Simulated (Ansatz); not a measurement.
## Where K_Na puts its levels in the gap of K2NaCl3 (P-3m1)

Wanted: the transition levels of a antisite in K2NaCl3 (P-3m1), from a cell of 54 host atoms with 1 Na taken out and 1 K put in.

Calculated with Ansatz 0.2.0; place-levels on PBEsol runs: charge-transition levels and formation energies with image-charge correction and potential alignment at the atomic sites.

## 1. Set-up

The cell holds 54 atoms: 19 K, 8 Na and 27 Cl. Cell: a = 12.754 Å, b = 12.754 Å, c = 10.514 Å, α = 90.0°, β = 90.0°, γ = 120.0°. It derives from K2NaCl3 (space group P-3m1). Nearest the centre at fractional (0.333, 0.333, 0.000): K27 at 0.00 Å, Cl11 at 2.89 Å, Cl22 at 2.89 Å, Cl29 at 2.89 Å, Cl28 at 2.89 Å, Cl4 at 2.89 Å, Cl5 at 2.89 Å, K8 at 4.18 Å.

Screening for the image-charge correction: ε∞ = 2.45, ε0 = (5.79, 5.79, 5.54), from a response run on this crystal (DFPT, PBEsol) at that run's own cell.

The cell's shortest repeat is 10.5 Å.

## 2. What was run first

A transition level is the Fermi level at which two charge states cost the same, so each charge needs its own total energy, at its own relaxed structure.

Random displacements of about 0.05 Å break the site symmetry at the start, so that the relaxation can reach a distorted minimum if there is one. Forces are taken at one point at (¼, ¼, ¼). The cell holds 1 electron more than the neutral one, with a uniform background that keeps it neutral on the whole. The electron count is odd, so at least one spin is unpaired; this run locks the moment at 1 μB.

The sampling was tested on the host first: at the k-points planned (1x1x1 shifted 0.25 0.25 0.25) its energy lies -0.001 eV an atom from the dense-mesh value, under the bound of 0.02 eV set for this test; that bounds the host's error, not the defect's.

One of the inputs; charge, spin and start change from state to state.

Contents of qm1_M1.relax/input.yaml:

```yaml
crystal:
  lattice:
    - [12.75422856, 0.0, 0.0]
    - [-6.37711428, 11.04548594, 0.0]
    - [0.0, 0.0, 10.51352333]
  atoms:
    - { symbol: K, position: [0.11111111, 0.22222222, 0.67778039] }
    - { symbol: K, position: [0.22222222, 0.11111111, 0.32221961] }
    - { symbol: Na, position: [0.0, 0.0, 0.0] }
    - { symbol: Cl, position: [0.11111111, 0.22222222, 0.14426665] }
    - { symbol: Cl, position: [0.22222222, 0.11111111, 0.85573335] }
[... 2 atom lines left out ...]
    - { symbol: K, position: [0.22222222, 0.44444444, 0.32221961] }
    - { symbol: Na, position: [0.0, 0.33333333, 0.0] }
[... 1 atom line left out ...]
    - { symbol: Cl, position: [0.22222222, 0.44444444, 0.85573335] }
[... 4 atom lines left out ...]
    - { symbol: Cl, position: [0.11111111, 0.88888889, 0.14426665] }
[... 2 atom lines left out ...]
    - { symbol: K, position: [0.44444444, 0.22222222, 0.67778039] }
[... 1 atom line left out ...]
    - { symbol: Na, position: [0.33333333, 0.0, 0.0] }
    - { symbol: Cl, position: [0.44444444, 0.22222222, 0.14426665] }
[... 2 atom lines left out ...]
    - { symbol: K, position: [0.44444444, 0.55555556, 0.67778039] }
    - { symbol: K, position: [0.55555556, 0.44444444, 0.32221961] }
    - { symbol: K, position: [0.33333333, 0.33333333, 0.0] }
    - { symbol: Cl, position: [0.44444444, 0.55555556, 0.14426665] }
    - { symbol: Cl, position: [0.55555556, 0.44444444, 0.85573335] }
[... 3 atom lines left out ...]
    - { symbol: Na, position: [0.33333333, 0.66666667, 0.0] }
[... 11 atom lines left out ...]
    - { symbol: Na, position: [0.66666667, 0.33333333, 0.0] }
[... 5 atom lines left out ...]
    - { symbol: Na, position: [0.66666667, 0.66666667, 0.0] }
[... 2 atom lines left out ...]
    - { symbol: Cl, position: [0.66666667, 0.66666667, 0.5] }
  host:
    repeats: [3, 3, 1]
    atoms:
      - { symbol: K, position: [0.33333333, 0.66666667, 0.67778039] }
      - { symbol: K, position: [0.66666667, 0.33333333, 0.32221961] }
      - { symbol: Na, position: [0.0, 0.0, 0.0] }
      - { symbol: Cl, position: [0.33333333, 0.66666667, 0.14426665] }
      - { symbol: Cl, position: [0.66666667, 0.33333333, 0.85573335] }
      - { symbol: Cl, position: [0.0, 0.0, 0.5] }
total_charge: -1
basis:
  ecutwfc: 420
  xc_grid: 2
hamiltonian:
  xc: pbesol
kpoints:
  mp_grid: { grid: [1, 1, 1], shift: [0.25, 0.25, 0.25] }
magnetization:
  spin_polarized: true
  initial_magnetization: 1
  spin_locking: { lock_magnetization: hard }
scf:
  occupations: { method: fixed }
  max_iter: 80
output:
  forces: true
  charged_corrections:
    epsilon: 2.45
    static_epsilon: [5.79, 5.79, 5.54]
    defect_position: [0.333333, 0.333333, 0.0]
relax:
  f_tol: 0.02
  max_steps: 80
  random_displacement: { amplitude: 0.05, seed: 9553 }
checkpoint:
  write: "../qm1_M1.relax.run"
  compress: false
  write_wavefunctions: true
  write_every: 100000
```

Launch:

```
ansatz run input.yaml --threads 4 --pin off --max-ram 7536MiB --backend cpu --events-out ev --progress --plain --runs-dir out
```

The relaxed structure is kept and the sampling changed to a 2×2×2 shifted mesh.

The run of this state that the levels use, under PBEsol:

Contents of qm1_M1.point/input.yaml:

```yaml
crystal:
  checkpoint: "../qm1_M1.relax.run"
  host: checkpoint
total_charge: -1
basis:
  ecutwfc: 420
  xc_grid: 2
hamiltonian:
  xc: pbesol
kpoints:
  mp_grid: { grid: [2, 2, 2], shift: [0.5, 0.5, 0.5] }
magnetization:
  spin_polarized: true
  initial_magnetization: 1
  spin_locking: { lock_magnetization: hard }
scf:
  occupations: { method: fermi_dirac, width: 0.01 }
  max_iter: 80
output:
  forces: true
  eigenvalues: true
  charged_corrections:
    epsilon: 2.45
    static_epsilon: [5.79, 5.79, 5.54]
    defect_position: [0.333333, 0.333333, 0.0]
  eigenstates: { localisation: true }
  populations: true
  efg: {}
  band_densities: [{ bands: [v1, v1] }, { bands: [c1, c1] }]
  write_density: true
  write_potential: true
  volumetric_format: npy
  elf: true
checkpoint:
  read: "../qm1_M1.relax.run"
  write: "../qm1_M1.point.run"
  compress: false
  write_wavefunctions: false
  write_every: 100000
```

Relaxations under PBEsol at one point at (¼, ¼, ¼); times on 4 threads of Arm Neoverse V1, shared host:

```
charge  moment (μB)  occupations    outcome  steps  largest displacement against the far atoms (Å)     time
    −1            1        fixed  converged      3                                            0.14    2 min
     0            0        fixed  converged      4                                            0.14     66 s
    +1            1        fixed  converged      4                                            0.15  3.2 min
```

Single points under PBEsol at a 2×2×2 shifted mesh; times on 4 threads of Arm Neoverse V1, shared host:

```
charge  moment (μB)  occupations    outcome     time
    −1            1  fermi-dirac  converged  5.1 min
     0            0  fermi-dirac  converged  2.2 min
    +1            1  fermi-dirac  converged  5.8 min
```

Distances (Å) from K27 to the nearest atoms after relaxation with PBEsol:

```
charge  moment (μB)       1.       2.       3.       4.       5.       6.
    −1            1  Cl 3.02  Cl 3.02  Cl 3.03  Cl 3.03  Cl 3.03  Cl 3.03
     0            0  Cl 3.03  Cl 3.03  Cl 3.03  Cl 3.03  Cl 3.03  Cl 3.03
    +1            1  Cl 3.02  Cl 3.02  Cl 3.02  Cl 3.03  Cl 3.03  Cl 3.03
```

## 3. Levels against the band edges, PBEsol

A charged cell interacts with its images and the background, and its potential has another zero than the host's. place-levels removes the first by a point-charge model, screened by the static dielectric constant since the ions have relaxed around the charge, and the second by comparing potentials at atoms far from the defect.

The host is a run of the defect-free crystal in the same cutoffs, grids and k-points, so that basis and sampling errors cancel in part in the differences. The host is run in a cell of 6 atoms on a matching mesh. Its band edges are searched through the zone by a band path, so the gap is smaller than, or equal to, that on the mesh. Chemical potentials are energies per atom of Na (bcc) and K (bcc), run with the same functional and cutoff.

Contents of levels.point.yaml:

```yaml
host:
  run: host.point.run
states: [qm1_M1.point.run, q0.point.run, qp1_M1.point.run]
geometry_from:
  qm1_M1.point.run: qm1_M1.relax.run
  q0.point.run: q0.relax.run
  qp1_M1.point.run: qp1_M1.relax.run
  host.point.run: host.relax.run
chemical_potentials:
  Na:
    energy: -1475.868162
    dataset: "<sha256 of the dataset>"
  K:
    energy: -1516.029766
    dataset: <sha256 of the dataset>
epsilon: 2.45
static_epsilon: [5.79, 5.79, 5.54]
vertical:
  - { from: qm1_M1.point.run, to: qm1_M1.point_neutral.run }
  - { from: qp1_M1.point.run, to: qp1_M1.point_neutral.run }
```

Launch:

```
ansatz place-levels levels.point.yaml -- --threads 4 --pin off --max-ram 7536MiB
```

Numbers of over 12 decimals in the logs are rounded to 6 here.

Output:

```text
[... repeated set-up lines and file paths are left out, and long positions are rounded to six places ...]
(+1/0) 0.000 eV above the valence edge (-0.268 eV without the band-filling correction), 4.990 eV under the conduction edge
(0/-1) 5.042 eV above the valence edge (+5.683 eV without the band-filling correction), in the conduction band
formation energy of charge +1: -0.276 eV with the Fermi level at the valence edge
formation energy of charge 0: -0.276 eV with the Fermi level at the valence edge
formation energy of charge -1: +4.766 eV with the Fermi level at the valence edge
vertical -1 to 0: no energy, since no alignment is typed
  the change from vertical[0].from (qm1_M1.point.run) to vertical[0].to (qm1_M1.point_neutral.run): by its potential at epsilon 2.45 it is spread over the cell along a vector, with an rms radius of about 8.5 Å (5.3 5.3 3.9 Å across the planes of the cell's [...]
vertical +1 to 0: no energy, since no alignment is typed
  the change from vertical[1].from (qp1_M1.point.run) to vertical[1].to (qp1_M1.point_neutral.run): by its potential at epsilon 2.45 it stands at 0.823 0.835 0.998, with an rms radius of about 7.0 Å (4.5 4.4 3.2 Å across the planes of the cell's vectors); [...]
  edges by pbesol, gap 4.990 eV; the host is sampled to repeats of 25.51 Å
  the defect's cells are sampled to repeats of 25.51 Å, like sampling
  charge +1: -69356.4220 eV with its correction of +0.276 eV, at epsilon [5.79, 5.79, 5.54], aligned at sites: -0.0395 eV, mean over 29 atomic sites at or beyond 5.26 Å from the defect at [0.3333, 0.3333, 0.0000], with +0.000000 for the charge's moments and [...]
  states[2] (qp1_M1.point.run): levels filled in part (TS 0.010 eV): its energy is of no whole electron's
  charge 0: +0.000 eV for its dipole among its images, +0.000 omitted
  charge -1: -69348.7937 eV with its correction of +0.131 eV, at epsilon [5.79, 5.79, 5.54], aligned at sites: +0.1843 eV, mean over 29 atomic sites at or beyond 5.26 Å from the defect at [0.3333, 0.3333, 0.0000], with -0.002958 for the charge's moments and [...]
  of states[2] (qp1_M1.point.run): it parts from the run at its places by a charge that spreads by about 4.5 Å along one vector (1.9 Å or more is wide), by its potential at epsilon 2.45, taken for that of held ions (one typed too small widens it), where the [...]
  of states[1] (q0.point.run): its displacements don't fall off away from the defect: farther atoms stand 0.029 Å off the host's places. [...]
  of states[0] (qm1_M1.point.run): it parts from the run at its places by a charge that spreads by about 5.3 Å along one vector (1.9 Å or more is wide), by its potential at epsilon 2.45, taken for that of held ions (one typed too small widens it), where the [...]
  of vertical[0].from (qm1_M1.point.run): its displacements don't fall off away from the defect: farther atoms stand 0.028 Å off the host's places. [...]
  of vertical[0].to (qm1_M1.point_neutral.run): its displacements don't fall off away from the defect: farther atoms stand 0.028 Å off the host's places. [...]
  vertical[1].from (qp1_M1.point.run): levels filled in part (TS 0.010 eV): its energy is of no whole electron's
  of vertical[1].from (qp1_M1.point.run): its displacements don't fall off away from the defect: farther atoms stand 0.034 Å off the host's places. [...]
  of vertical[1].to (qp1_M1.point_neutral.run): its displacements don't fall off away from the defect: farther atoms stand 0.034 Å off the host's places. [...]
```

Elapsed: 0.37 s, on 4 threads of Arm Neoverse V1, shared host.

Under PBEsol the gap is 4.99 eV, (+1/0) 0.00 (with band filling), (0/−1) 5.04 (outside the gap) (with band filling) eV.

Levels between the charges placed, in eV above the valence top:

```
        gap (eV)  (+1/0)  (0/−1)
PBEsol      4.99    0.00    5.04
```

Corrections by state:

```
charge  moment (μB)  image terms and alignment (eV)  band filling (eV)                               ε used  over the lowest of its charge, as the program ranks them, band filling apart (eV)
    +1          1.0                           0.276             -0.268  principal values (5.54, 5.79, 5.79)                                                                              0.000
     0          0.0                           0.000                  -                                    -                                                                              0.000
    −1          1.0                           0.131             -0.641  principal values (5.54, 5.79, 5.79)                                                                              0.000
```

The charged structures listed were also run neutral, and place-levels reads from each pair, by the potential or the spins, how wide the charge is by which they differ; that can be the carrier of either run.

```
charge  rms radius (Å)  spread where it is widest against the cell (Å)  wide from (Å)  reading
    +1             7.0                                            4.49           1.91     wide
    −1             8.5                                            5.34           1.91     wide
```

The neutral runs of these pairs need not share the spin of the lowest neutral state, and very wide values only mean spread over the cell.

From the program's caveats on the states, each cut to its opening words:

- charge +1 (1 μB): it parts from the run at its places by a charge that spreads by about 4.5 Å along one vector (1.9 Å or more is wide), by its potential at epsilon 2.45, taken [...]
- charge +1 (1 μB): a band-filling correction moves a carrier to the host's band edge, which changes its energy by -0.268 eV
- charge +1 (1 μB): its displacements don't fall off away from the defect: farther atoms stand 0.034 Å off the host's places
- charge 0: its displacements don't fall off away from the defect: farther atoms stand 0.029 Å off the host's places
- charge −1 (1 μB): it parts from the run at its places by a charge that spreads by about 5.3 Å along one vector (1.9 Å or more is wide), by its potential at epsilon 2.45, taken [...]
- charge −1 (1 μB): a band-filling correction moves a carrier to the host's band edge, which changes its energy by -0.641 eV
- charge −1 (1 μB): its displacements don't fall off away from the defect: farther atoms stand 0.028 Å off the host's places
- charge −1 (1 μB): its moments are held at its close (magnetization.spin_locking), by a field of 0.112 eV a Bohr magneton, and its energy and levels are of the state that this [...]

Formation energies (eV), elemental references (Δμ(Na) = 0.00 eV, Δμ(K) = 0.00 eV):

```
charge  Fermi level at the valence top  at the conduction bottom
    +1                           -0.28                      4.71
     0                           -0.28                     -0.28
    −1                            4.77                     -0.22
```

## 4. Effect of the sampling

The relaxations' own energies give the levels at their sampling, for comparison.

Contents of levels.relax_mesh.yaml:

```yaml
host:
  run: host.relax.run
states: [qm1_M1.relax.run, q0.relax.run, qp1_M1.relax.run]
chemical_potentials:
  Na:
    energy: -1475.868162
    dataset: "<sha256 of the dataset>"
  K:
    energy: -1516.029766
    dataset: <sha256 of the dataset>
```

Launch:

```
ansatz place-levels levels.relax_mesh.yaml -- --threads 4 --pin off --max-ram 7536MiB
```

Output:

```text
[...]
formation energy of charge +1: -0.275 eV with the Fermi level at the valence edge
formation energy of charge 0: -0.275 eV with the Fermi level at the valence edge
formation energy of charge -1: +4.768 eV with the Fermi level at the valence edge
  edges by pbesol, gap 4.991 eV; the host is sampled to repeats of 16.53 Å
[... the lines on each state left out ...]
```

The job ended after 0.12 s (4 threads).

Levels between neighbouring charges, in eV above the valence top:

```
                        gap (eV)  (+1/0)  (0/−1)
one point at (¼, ¼, ¼)      4.99    0.00    5.04
  a 2×2×2 shifted mesh      4.99    0.00    5.04
```

Going from one point at (¼, ¼, ¼) to a 2×2×2 shifted mesh moves formation energies against the elements by up to 0.00 eV; band-filling terms, which differ between samplings, are in these energies.

## 5. place-levels, r2SCAN

r2SCAN on the same structure is run to see how far the result rests on the functional, though not on the errors that semilocal functionals share; the sampling changes too, to one point at (¼, ¼, ¼), so differences hold both changes.

Contents of qm1_M1.r2scan/input.yaml:

```yaml
crystal:
  checkpoint: "../qm1_M1.relax.run"
  host: checkpoint
total_charge: -1
basis:
  ecutwfc: 500
  xc_grid: 2
hamiltonian:
  xc: r2scan
kpoints:
  mp_grid: { grid: [1, 1, 1], shift: [0.25, 0.25, 0.25] }
magnetization:
  spin_polarized: true
  initial_magnetization: 1
  spin_locking: { lock_magnetization: hard }
scf:
  occupations: { method: fermi_dirac, width: 0.01 }
  max_iter: 80
output:
  forces: true
  eigenvalues: true
  charged_corrections:
    epsilon: 2.45
    static_epsilon: [5.79, 5.79, 5.54]
    defect_position: [0.333333, 0.333333, 0.0]
checkpoint:
  write: "../qm1_M1.r2scan.run"
  compress: false
  write_wavefunctions: false
  write_every: 100000
```

Wall time 2.6 min (4 threads); peak memory 5.4 GiB.

Contents of levels.r2scan.yaml:

```yaml
host:
  run: host.r2scan.run
states: [qm1_M1.r2scan.run, q0.r2scan.run, qp1_M1.r2scan.run]
geometry_from:
  qm1_M1.r2scan.run: qm1_M1.relax.run
  q0.r2scan.run: q0.relax.run
  qp1_M1.r2scan.run: qp1_M1.relax.run
  host.r2scan.run: host.relax.run
chemical_potentials:
  Na:
    energy: -1488.613462
    dataset: "<sha256 of the dataset>"
  K:
    energy: -1542.480493
    dataset: <sha256 of the dataset>
```

Launch:

```
ansatz place-levels levels.r2scan.yaml -- --threads 4 --pin off --max-ram 7536MiB
```

Output:

```text
[...]
formation energy of charge +1: -0.212 eV with the Fermi level at the valence edge
formation energy of charge 0: -0.212 eV with the Fermi level at the valence edge
formation energy of charge -1: +5.668 eV with the Fermi level at the valence edge
  edges by r2scan, gap 5.839 eV; the host is sampled to repeats of 16.53 Å
[... the lines on each state left out ...]
```

Elapsed: 0.21 s, on 4 threads.

Under r2SCAN the gap is 5.84 eV, (+1/0) 0.00 (with band filling), (0/−1) 5.88 (outside the gap) (with band filling) eV.

## 6. The ladder

Levels between neighbouring charges, in eV above each run's own valence top:

```
                                        gap (eV)  (+1/0)  (0/−1)  CPU time a state at this stage (restarts are quicker than cold starts)
            PBEsol, 2×2×2 shifted mesh      4.99    0.00    5.04                                                                  17 min
r2SCAN on PBEsol structures, (¼, ¼, ¼)      5.84    0.00    5.88                                                                 9.2 min
```

## 7. Results

| Quantity | Value |
| --- | --- |
| gap of the host | 4.99 eV (PBEsol) |
| level (plus 1/0) | 0.00 eV above the valence top (-0.27 eV above the valence top without the band-filling term) |
| level (0/minus 1) | 5.04 eV above the valence top, past the conduction bottom (5.68 eV above the valence top without the band-filling term) |
| lowest of the charges placed, just above the valence top (0.02 eV) | 0 |
| lowest of the charges placed, just below the conduction bottom (0.02 eV) | 0 |
| lowest formation energy at mid-gap of the charges run, elemental references | -0.28 eV |

In words: Of the charges placed (−1, 0 and +1), 0 is the lowest from 0.02 eV above the valence top to 0.02 eV below the conduction bottom, a gap of 4.99 eV. States placed: +1 at 1 μB; 0 at 0 μB; −1 at 1 μB. Other spin states or structures, where not listed, weren't placed. The program finds carriers beyond a band edge of the host and adds a band-filling term at charge −1 (-0.64 eV) and +1 (-0.27 eV); steps to such a charge show no bound level, and a defect level inside a band would be read the same way. The lowest formation energy (elemental references) is negative across the gap, so the defect would form by itself: these chemical potentials lie beyond what competing compounds allow, or the host is unstable against it. Going from one point at (¼, ¼, ¼) to a 2×2×2 shifted mesh moves formation energies against the elements by up to 0.00 eV; band-filling terms, which differ between samplings, are in these energies. Keep in mind: PBEsol makes the gap too small and tends to spread out bound carriers; where a gas molecule sets a chemical potential or the host's formation energy, its binding is uncorrected.

[Logs are printed without paths, hosts, clocks, repeated set-up lines and the standing remarks that a program may print on its own settings, such as how far it seeks lower states.]

[Hosts, paths, dates, database ids (printed as entryN), source tags and the programs' standing remarks are cut or masked in the printed files.]

[Where a table of states has a column of steps, it counts the stored structures, which are thinned; the runs took as many ionic steps or more.]

[A defect's name tells the site on which it was built; relaxed atoms can leave that site.]

[For some hosts the program warned that the k-mesh of the response run may be too coarse for force constants and the static dielectric constant; such warnings are not shown here.]
